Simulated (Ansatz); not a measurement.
# Gap against strain: armchair GaN nanoribbon (N = 10, H edges)

How it was computed: Ansatz 0.2.0, plane waves with PAW datasets, PBE, Fermi-Dirac smearing of 0.05 eV, no spin-orbit coupling. The period is scaled from its relaxed value of 5.568 Å and the atoms relax, within the symmetry of the start, at each strain ε (in %); gaps, in eV, are read on a band path.

| period (Å) | energy (eV a cell) | place of the conduction minimum (Γ = 0, Z = 1) | ε | gap |
| --- | --- | --- | --- | --- |
| 5.345 | +0.422 | 0.00 | −4 | 2.489 |
| 5.568 | 0.000 | 0.00 | 0 | 2.382 |
| 5.679 | +0.106 | 0.00 | 2 | 2.28 |
| 5.791 | +0.423 | 0.00 | 4 | 2.149 |
| 5.902 | +0.946 | 0.00 | 6 | 1.989 |

One run is withheld: period (Å) = 5.457, with ε = −2. Fit a straight line gap = a + b × ε to the 5 rows shown and predict it.

**Fit.** The means are 1.6 for ε and 2.258 for gap. The sum of products of deviations is −2.928 and the sum of squares in ε is 59.2, so b = −2.928 / 59.2 = −0.04945 and a = 2.258 − (−0.04945) × 1.6 = 2.337. The residuals' standard deviation, with 3 degrees of freedom, is σ = 0.053.

**Prediction.** gap = 2.337 + (−0.04945) × −2 = 2.436. The run gave 2.458, so the prediction less the run is −0.022. The standard error of a prediction there, σ√(1 + 1/5 + (−2 − 1.6)²/59.2), is 0.064, and the miss is 0.35 times that, for a point between the fitted rows. With so few rows σ is itself uncertain.

The gap narrows at every step from compression to tension.

Caveats: Kohn-Sham gaps of a wire among periodic images, which in a check on one flat ribbon (7 Å apart) lowered the gap by 0.2 eV and flattened the slope; the slope b × 100 is a mean deformation potential of the gap, in eV per unit strain. Between neighbouring runs it lies between −8.0 and −1.6 eV, so a bend, a kink or scatter between runs makes one line a rough account. The unstrained row comes from a denser mesh than the others, which shifts its energy a little. Series of this kind are told only where this holds: a gap at every strain (compound wires with polar facets were set aside first). 88 of 101 did.
